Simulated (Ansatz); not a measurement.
# Quasiparticle gap of ZnPS3 (C2/m)

Wanted: the gap of ZnPS3 (C2/m) with a many-body correction, and the time that it takes.

Program: Ansatz 0.2.0. Level of theory: LDA, then G0W0 on it, plane waves, PAW. Results are calculated unless marked as measured.

This is a report of a sequence of runs, with most program output left out.

In doubt: masses and optical values from hybrid runs of this build are listed as unsure (in some of the runs), which bears on the screening that GW takes from such a start.

### Step 1. Set-up

The structure is monoclinic, space group C2/m (No. 12). The conventional cell has a = 6.011 Å, b = 10.410 Å, c = 7.493 Å, α = 90.00°, β = 105.37°, γ = 90.00°. Nearest to Zn lie 6 S at 2.58 to 2.59 Å. Nearest to P lie 3 S at 2.04 Å and 1 P at 2.21 Å. S has 1 P at 2.04 Å and 2 Zn at 2.58 Å nearest. S has 1 P at 2.04 Å and 2 Zn at 2.59 Å nearest. Farther neighbours and most contacts between anions are not listed.

The start is a structure from the Materials Project. The default PAW set here is soft_2. Its files were made with PBE.

### Step 2. Relaxation

The structure is relaxed first.

This step: DFT, LDA, plane waves, PAW.

File input.yaml:

```yaml
crystal:
  lattice:
    - [3.005392, -5.205118, 0.0]
    - [3.005392, 5.205118, 0.0]
    - [-1.985592, 0.0, 7.224701]
  atoms:
    - { symbol: Zn, position: [0.666959, 0.333041, 0.0] }
    - { symbol: Zn, position: [0.333041, 0.666959, 0.0] }
    - { symbol: P, position: [0.949275, 0.949275, 0.846983] }
    - { symbol: P, position: [0.050725, 0.050725, 0.153017] }
    - { symbol: S, position: [0.597109, 0.926025, 0.776199] }
    - { symbol: S, position: [0.073975, 0.402891, 0.223801] }
    - { symbol: S, position: [0.745031, 0.745031, 0.223597] }
    - { symbol: S, position: [0.254969, 0.254969, 0.776403] }
    - { symbol: S, position: [0.402891, 0.073975, 0.223801] }
    - { symbol: S, position: [0.926025, 0.597109, 0.776199] }
kpoints:
  mp_grid: { grid: [4, 4, 4] }
hamiltonian:
  xc: lda
scf:
  occupations: { method: fermi_dirac, width: 0.02 }
relax:
  f_tol: 0.01
  max_steps: 80
  cell: {}
```

The run is started by

```bash
$ ansatz run input.yaml --threads 8 --pin off --max-ram 55296MiB --backend cuda --events-out ev --progress --plain --runs-dir out --devices 1 --max-vram 24GiB
```

Wall time 5.7 s (1 × NVIDIA H100 80GB HBM3 with 8 threads of AMD EPYC 7R13 (Zen 3), shared host); peak memory 1 GiB; 14 s of CPU time.

Relaxation path:

```tsv
step	energy less that of the first step (eV)	largest force component (eV/Å)	pressure (GPa)	volume (Å³)
1	0.0000	0.3478	-3.98	226.04
2	-0.2156	0.2326	0.03	201.46
3	-0.3064	0.0335	0.06	199.11
4	-0.3662	0.1340	0.39	190.08
5	-0.3663	0.1333	0.39	190.06
6	-0.3668	0.0364	0.50	182.59
7	-0.3797	0.0408	-0.25	188.13
8	-0.3811	0.0042	0.00	186.80
9*	-0.3765	0.0043	-0.01	186.80
```

Relaxation steps marked * repeat the geometry before them on a plane-wave basis chosen anew for their cell, so energy and pressure can jump there. Relaxation step 6 was tried and not accepted.

The run keeps the 4 symmetry operations that it works with, so distortions that break them were not tested.

```tsv
cell as run	before	after	change
a (Å)	6.010	5.852	-2.6 %
b (Å)	6.010	5.852	-2.6 %
c (Å)	7.493	6.591	-12.0 %
α (°)	97.61	98.42	+0.8 %
β (°)	97.61	98.42	+0.8 %
γ (°)	120.00	120.04	+0.0 %
volume (Å³/atom)	22.60	18.68	-17.4 %
```

The atoms that moved most (Å, as changes of fractional coordinates times the final cell):

```tsv
atom	dx	dy	dz	length
S5	-0.025	0.037	-0.173	0.179
S10	-0.025	-0.037	-0.173	0.179
S9	0.025	-0.037	0.173	0.179
S6	0.025	0.037	0.173	0.179
S7	-0.043	0.000	0.170	0.175
S8	0.043	0.000	-0.170	0.175
P3	-0.003	0.000	-0.129	0.129
P4	0.003	0.000	0.129	0.129
```

The program's warnings for this run: band table not solved further.

### Step 3. The LDA band structure

Levels along a band path and on the mesh show where this functional puts the band edges.

File input.yaml:

```yaml
crystal:
  lattice:
    - [2.9241439516, -5.0686337764, 0.0002131003]
    - [2.9241439516, 5.0686337764, 0.0002131003]
    - [-1.9314010456, 0.0, 6.30138264]
  atoms:
    - { symbol: Zn, position: [0.6674819479, 0.3325180521, 0.0] }
    - { symbol: Zn, position: [0.3325180521, 0.6674819479, 0.0] }
    - { symbol: P, position: [0.9420357264, 0.9420357264, 0.8265338672] }
    - { symbol: P, position: [0.0579642736, 0.0579642736, 0.1734661328] }
    - { symbol: S, position: [0.5801548021, 0.9164201668, 0.7487598531] }
    - { symbol: S, position: [0.0835798332, 0.4198451979, 0.2512401469] }
    - { symbol: S, position: [0.7465943414, 0.7465943414, 0.2505942246] }
    - { symbol: S, position: [0.2534056586, 0.2534056586, 0.7494057754] }
    - { symbol: S, position: [0.4198451979, 0.0835798332, 0.2512401469] }
    - { symbol: S, position: [0.9164201668, 0.5801548021, 0.7487598531] }
kpoints:
  mp_grid: { grid: [6, 6, 4] }
  band_path:
    path:
      - [[0.0, 0.0, 0.0], [-0.5, 0.5, 0.0], [-0.5, 0.5, 0.5], [0.0, 0.0, 0.5], [0.0, 0.0, 0.0]]
      - [[-0.5, 0.0, 0.5], [0.0, 0.0, 0.0], [-0.5, 0.0, 0.0]]
    npoints: 10
hamiltonian:
  xc: lda
scf:
  occupations: { method: fermi_dirac, width: 0.02 }
  n_extra_bands: 7
output:
  eigenvalues: true
  forces: true
  stress: true
  write_density: true
  write_potential: true
  elf: true
  volumetric_format: npy
```

Elapsed: 2.4 s, on 1 × NVIDIA H100 80GB HBM3 with 8 threads; peak memory 1.1 GiB; 4.4 s of CPU time.

Numbers from this step:

```yaml
pressure: 9.06e-4 GPa
filled_bands: 35
gap: 1.981 eV
valence_top_at: k = (0.333, 0.333, -0.500)
conduction_bottom_at: Γ
least_direct_gap: 2.223 eV
```

Over mesh and path the gap is 1.981 eV, from k = (0.333, 0.333, -0.500) to k = Γ. The least direct gap found is 2.223 eV, at k = (0.333, 0.333, 0.250).

The electronic bands at the labelled points (eV, zero at the top of the highest nominally filled band):

```tsv
point	band 32	band 33	band 34	band 35	band 36	band 37	band 38	band 39
Γ	-1.03	-0.94	-0.53	-0.47	1.98	3.10	3.20	3.52
halfway	-1.21	-0.94	-0.77	-0.58	2.70	2.96	3.24	3.41
Y	-1.21	-1.03	-0.40	-0.16	2.25	2.67	2.87	3.41
halfway	-1.39	-1.17	-0.58	-0.37	2.39	2.88	3.01	3.41
M	-1.84	-1.09	-0.62	-0.52	2.65	2.82	3.17	3.39
halfway	-1.34	-0.98	-0.96	-0.55	2.81	3.19	3.39	3.46
A	-1.09	-1.02	-0.46	-0.39	2.46	3.09	3.34	3.45
halfway	-1.03	-1.03	-0.47	-0.46	2.26	3.14	3.50	3.52
Γ	-1.03	-0.94	-0.53	-0.47	1.98	3.10	3.20	3.52
jump to L2	-1.55	-1.17	-0.39	-0.33	2.32	2.69	2.88	3.32
halfway	-1.33	-1.06	-0.92	-0.57	2.72	2.97	3.20	3.49
Γ	-1.03	-0.94	-0.53	-0.47	1.98	3.10	3.20	3.52
halfway	-1.18	-1.04	-0.94	-0.71	2.80	3.26	3.41	3.49
V2	-1.27	-1.18	-0.76	-0.35	2.59	2.81	3.18	3.22
```

Electrostatic potential energy in the ac plane of the cell as run, not the conventional one, at fractional y = 0.058, with atoms of P and S within 0.2 Å of it. With pseudopotentials it is smooth inside the atoms' cores, unlike the true potential.

Values in eV, 18 rows by 16 columns, each cell a mean:
```
 -6  -3   3   7   9  10  10   9   8   8   8   9   9   8   4  -2
-30 -17  -1   6   9  10  10   9   7   6   4   4   6   5  -3 -20
-39 -22  -3   5   8  10  10   9   6   0  -7  -6   1   2  -9 -32
-26 -12  -1   4   7  10  10   9   4  -7 -18 -15  -2   2  -6 -22
 -5  -2  -1   2   7  10  10   9   4  -6 -15 -10   1   5   2  -4
  4   2   1   3   8  10  11  10   7   2   0   3   7   8   7   6
  8   7   6   8  10  11  12  11  10   9   9   9  10  10  10   9
 10  10  10  10  11  12  12  12  12  11  11  11  11  11  11  11
 11  11  11  11  12  12  12  12  12  12  12  12  12  12  12  11
 11  11  11  11  11  11  11  10  11  11  12  12  12  12  11  11
  9   9   9  10   9   7   4   3   7  10  11  12  12  11  11  10
  5   3   4   6   5  -6 -19 -20  -6   6  10  11  11  11   9   8
-12 -20 -12  -1  -6 -27 -30 -30 -23   1   9  11  11  10   7   1
-38 -39 -34 -11 -13 -32 -25 -29 -23   1   9  10  10   8   3 -17
-40 -40 -38 -14  -9 -27 -31 -28  -9   5   9  10  10   7  -2 -31
-40 -40 -31  -6   1  -6 -11  -5   4   8  10  10  10   7  -2 -29
-25 -23  -8   3   7   7   6   7   8   9  10  10  10   8   3 -10
 -1   0   4   7   9  10   9   9   9   9   9  10  10   8   6   2
```
Columns run along a (5.9 Å; values clipped at the 3rd and 97th percentile), rows up along c (6.6 Å). Atoms in or near the plane, at fractional coordinates: P at (0.06, 0.17), S at (0.42, 0.25).

Valence density in the ac plane of the cell as run, not the conventional one, at fractional y = 0.058, with atoms of P and S within 0.2 Å of it. It is the smooth field of the valence electrons, not physical close to the nuclei.

Values in e/Å³, 18 rows by 16 columns, each cell a mean:
```
0.7 0.6 0.3 0.2 0.1 0.1 0.1 0.1 0.1 0.2 0.2 0.2 0.2 0.2 0.3 0.5
0.7 0.6 0.4 0.2 0.1 0.1 0.1 0.1 0.2 0.4 0.5 0.4 0.3 0.3 0.4 0.6
0.7 0.8 0.6 0.3 0.2 0.1 0.1 0.1 0.3 0.6 0.8 0.8 0.6 0.5 0.5 0.6
0.8 0.9 0.7 0.5 0.3 0.1 0.1 0.2 0.4 0.8 1.0 0.9 0.7 0.5 0.5 0.6
0.7 0.8 0.7 0.5 0.3 0.1 0.1 0.1 0.4 0.7 0.9 0.8 0.5 0.3 0.3 0.5
0.4 0.5 0.6 0.4 0.3 0.1 0.1 0.1 0.3 0.5 0.6 0.5 0.3 0.2 0.2 0.3
0.2 0.3 0.3 0.3 0.2 0.1 0.0 0.1 0.1 0.2 0.2 0.2 0.1 0.1 0.1 0.1
0.1 0.1 0.2 0.1 0.1 0.0 0.0 0.0 0.1 0.1 0.1 0.1 0.0 0.0 0.0 0.1
0.1 0.1 0.1 0.1 0.0 0.0 0.0 0.0 0.0 0.0 0.0 0.0 0.0 0.0 0.0 0.0
0.1 0.1 0.1 0.0 0.1 0.1 0.1 0.1 0.1 0.1 0.0 0.0 0.0 0.0 0.0 0.0
0.1 0.1 0.1 0.1 0.1 0.3 0.4 0.5 0.3 0.1 0.1 0.0 0.0 0.0 0.1 0.1
0.2 0.2 0.2 0.2 0.4 0.7 1.0 1.0 0.7 0.3 0.1 0.0 0.0 0.1 0.1 0.2
0.5 0.5 0.5 0.6 0.8 1.0 0.8 0.9 0.9 0.4 0.1 0.1 0.1 0.1 0.2 0.4
0.5 0.4 0.7 0.9 1.1 1.0 0.5 0.7 0.9 0.4 0.1 0.1 0.1 0.1 0.3 0.6
0.2 0.1 0.6 0.9 1.0 1.1 1.0 1.1 0.7 0.3 0.1 0.1 0.1 0.2 0.4 0.6
0.4 0.4 0.6 0.6 0.6 0.7 0.8 0.7 0.4 0.2 0.1 0.1 0.1 0.1 0.3 0.6
0.8 0.8 0.6 0.3 0.3 0.3 0.3 0.3 0.2 0.1 0.1 0.1 0.1 0.1 0.3 0.6
0.7 0.6 0.4 0.2 0.1 0.1 0.1 0.1 0.1 0.1 0.1 0.1 0.1 0.1 0.2 0.5
```
Columns run along a (5.9 Å), rows up along c (6.6 Å). Atoms in or near the plane, at fractional coordinates: P at (0.06, 0.17), S at (0.42, 0.25).

### Step 4. One-shot GW

G0W0 replaces the xc potential by a self-energy built once from the orbitals of the start. Levels are corrected in the window of bands that the input names, at points of the mesh.

This step: G0W0 on LDA, plane waves, PAW.

input.yaml, the sections that differ from step 3:

```yaml
kpoints:
  mp_grid: { grid: [4, 4, 2] }
scf:
  occupations: { method: fixed }
gw:
  n_empty_bands: 779
  ecut_chi: 150.0
  qp_bands: [v3, c3]
  qp_kpoints: band_edges
  screening: { model: contour_deformation }
# crystal, hamiltonian: as in step 3
# output: removed
```

Wall time 19 s (1 × NVIDIA H100 80GB HBM3 with 8 threads); peak memory 3.1 GiB.

This step gave:

```yaml
bands_summed: 814
rpa_eps_infinity_on_this_mesh_eigenvalues: 5.077, 8.217, 8.239
plane_waves_in_the_screening_matrix: 789
q_points_in_the_mesh: 32
g0w0_gap_over_the_corrected_points: 3.405 eV
k_of_the_valence_top: -0.5, -0.5, 0
k_of_the_conduction_bottom: 0, 0, 0
starting_gap_on_the_mesh: 2.146 eV
z_at_the_valence_top: 0.7556
z_at_the_conduction_bottom: 0.7830
least_direct_g0w0_gap_over_the_corrected_points: 3.622 eV
```

Over 13 of 14 irreducible mesh points the G0W0 gap is 3.405 eV, from k = (-0.500, -0.500, 0.000) to k = Γ. The LDA gap of this run on the mesh is 2.146 eV. The two states that bound the G0W0 gap lie that far apart at the start, so the correction of the gap is 3.405 − 2.146 = +1.259 eV. The start of this run differs from the step before in mesh (6×6×4 and 4×4×2).

Labels follow the order of the start: v1 is the top filled band, c1 the lowest empty one; levels that stay degenerate share a row, the window can cut a multiplet, doubted levels are not marked in this list, bands outside the window were not corrected, and the list may be a part of the corrected levels. The levels before and after the correction (eV, zero at the valence-band top of each column):

```tsv
	conduction bottom	valence top
Kohn-Sham	2.15	0.00
G0W0	3.41	0.00
```

```tsv
	level	occupation	energy (eV)
Kohn-Sham	Γ v3	2	-0.776
Kohn-Sham	Γ v2	2	-0.360
Kohn-Sham	Γ v1	2	-0.310
Kohn-Sham	Γ c1	0	2.146
Kohn-Sham	Γ c2	0	3.262
Kohn-Sham	Γ c3	0	3.368
Kohn-Sham	(-0.5 -0.5 0) v3	2	-0.862
Kohn-Sham	(-0.5 -0.5 0) v2	2	-0.237
Kohn-Sham	(-0.5 -0.5 0) v1	2	0.000
Kohn-Sham	(-0.5 -0.5 0) c1	0	2.417
Kohn-Sham	(-0.5 -0.5 0) c2	0	2.837
Kohn-Sham	(-0.5 -0.5 0) c3	0	3.038
G0W0	Γ v3	2	-0.739
G0W0	Γ v2	2	-0.346
G0W0	Γ v1	2	-0.295
G0W0	Γ c1	0	3.405
G0W0	Γ c2	0	4.575
G0W0	Γ c3	0	4.593
G0W0	(-0.5 -0.5 0) v3	2	-0.847
G0W0	(-0.5 -0.5 0) v2	2	-0.232
G0W0	(-0.5 -0.5 0) v1	2	0.000
G0W0	(-0.5 -0.5 0) c1	0	3.622
G0W0	(-0.5 -0.5 0) c2	0	3.984
G0W0	(-0.5 -0.5 0) c3	0	4.248
```

The parts of the quasiparticle energy for the two states that bound the G0W0 gap, in eV on the run's own scale (QP = start + Σx + Σc − Vxc, with Σc at the quasiparticle energy):

```tsv
edge	k	band	start	Σx	Σc	Vxc	Z	QP
valence top	(-0.500, -0.500, 0.000)	35	6.148	−20.533	2.142	−17.758	0.756	5.515
conduction bottom	Γ	36	8.294	−10.340	−4.355	−15.322	0.783	8.920
```

### Step 5. Side by side

Each gap is the least one over the points named; times are wall times on shared hosts, not benchmarks. A G0W0 time includes the run's own self-consistent start. Rows marked * are further runs, not shown as steps, whose inputs differ from the G0W0 step on the same start in the columns given; solver thresholds can differ too.

```tsv
level	mesh	files, cutoff	bands summed, screening	points	gap (eV)	valence top	conduction bottom	least direct gap (eV)	time
LDA	6×6×4	soft_2 PAW, 420 eV	-	mesh and path	1.981	(0.333, 0.333, -0.500)	Γ	2.223	2.4 s
G0W0@LDA*	4×4×2	soft_2 PAW, 420 eV	163, 45 eV	13 of 14 irreducible mesh points	3.501	(-0.500, -0.500, 0.000)	Γ	3.687	5.2 s
G0W0@LDA*	4×4×2	soft_2 PAW, 420 eV	397, 90 eV	13 of 14 irreducible mesh points	3.429	(-0.500, -0.500, 0.000)	Γ	3.613	8.1 s
G0W0@LDA	4×4×2	soft_2 PAW, 420 eV	814, 150 eV	13 of 14 irreducible mesh points	3.405	(-0.500, -0.500, 0.000)	Γ	3.622	19 s
G0W0@LDA*	2×2×2	soft_2 PAW, 420 eV	397, 90 eV	all 6 irreducible mesh points	3.410	(-0.500, -0.500, 0.000)	Γ	3.586	3.6 s
G0W0@LDA*	4×4×2	soft_2 PAW, 420 eV	397, 90 eV, plasmon pole	13 of 14 irreducible mesh points	3.435	(-0.500, -0.500, 0.000)	Γ	3.614	15 s
```

### Step 6. What came out

```yaml
lda_gap_over_mesh_and_path: 1.981 eV, from k = (0.333, 0.333, -0.500) to k = Γ
g0w0_lda_gap_over_13_of_14_irreducible_mesh_points: 3.405 eV, from k = (-0.500, -0.500, 0.000) to k = Γ
estimated_limit_in_bands_and_cutoff_on_this_mesh: 3.382 eV
gw_settings: 4×4×2 mesh, 779 empty bands, screening to 150 eV
known_limits: finite bands, screening cutoff and k mesh; no spin-orbit coupling in G0W0; d shells not analysed
```

In words: Over 13 of 14 irreducible mesh points the G0W0 gap is 3.405 eV, from k = (-0.500, -0.500, 0.000) to k = Γ. The LDA gap of this run on the mesh is 2.146 eV. The two states that bound the G0W0 gap lie that far apart at the start, so the correction of the gap is 3.405 − 2.146 = +1.259 eV. The valence state moves by 5.515 − 6.148 = −0.633 eV and the conduction state by 8.920 − 8.294 = +0.626 eV, on the run's own scale; with 163 bands the edge states move by −0.110 and +1.245 eV, so the split between the edges depends on the bands and cutoff. Over mesh and path, LDA puts the valence top at k = (0.333, 0.333, -0.500), where no G0W0 correction was computed. The G0W0 gap over the whole zone is therefore not known from this run; at its settings it can only be equal to or under the 3.405 eV found, and no correction is carried over from another point. For the start itself the gap is 1.981 eV over mesh and path and 2.146 eV on the mesh of the G0W0 run, in runs that differ in mesh (6×6×4 and 4×4×2). From 163 bands and 45 eV to 814 bands and 150 eV the gap moves by 3.405 − 3.501 = −0.096 eV (rung by rung 3.501, 3.429, 3.405 eV); bands and screening cutoff rise together, so their parts are not told apart. A line in one over the bands through the two highest rungs gives 3.405 + (3.405 − 3.429) × 397 / (814 − 397) = 3.382 eV, and through the pair below 3.429 + (3.429 − 3.501) × 163 / (397 − 163) = 3.379 eV. The two agree within 0.03 eV and the same two states bound the gap in each rung, so 3.382 eV is taken as an estimate of the limit on this mesh. With the 2×2×2 mesh in place of the 4×4×2 mesh and all else as in the G0W0@LDA row with 397 bands, the gap differs by 3.410 − 3.429 = −0.019 eV, and that of the start by 2.131 − 2.146 = −0.015 eV. With the plasmon pole model in place of the contour deformation model and all else as in the G0W0@LDA row with 397 bands, the gap differs by 3.435 − 3.429 = +0.006 eV. G0W0 on other starts in this series, not shown as steps and not all at these settings: 3.787 eV on r2SCAN (4×4×2, soft_2 PAW, 397 bands, 90 eV) and 4.039 eV on HSE06 (4×4×2, soft_2 PAW, 397 bands, 90 eV). The G0W0 runs are scalar-relativistic. One-shot GW is known to converge slowly in bands for compounds with shallow d shells. The cell holds Zn; the filling of the d shell and its place against the gap were not analysed here. G0W0@LDA runs of this series with other atomic data on the same mesh, not shown as steps, give 3.416 eV (hard PAW, 660 eV, 405 bands, screening to 90 eV; the table's row with the same empty bands and screening cutoff has 3.429 eV); where bands and cutoffs differ too, the part of the files is not isolated.

[Paths, hosts, dates, memory and timing lines, banners, echoed tables and standing remarks are left out of the program output.]

[Logs are printed without paths, hosts, clocks, repeated set-up lines and the standing remarks that a program may print on its own settings, such as how far it seeks lower states.]

[Runs of the session that timed out or met a known fault of the program may be left out.]

[Cells called generated may have been cut or substituted from an entry of the Crystallography Open Database or the Materials Project.]

[Hosts, paths, dates, database ids (printed as entryN), source tags and the programs' standing remarks are cut or masked in the printed files.]

[Where an RPA ε∞ is given, it is that of the G0W0 mesh and is not shown converged in it. Names of k-points follow the symmetry that the program found, which can be lower than the space group named. Band edges on a path are those of the sampled points; other points can move an edge, and change direct to indirect where valleys lie close.]

[Hybrid gaps are those of their k-mesh and are not shown converged in it.]
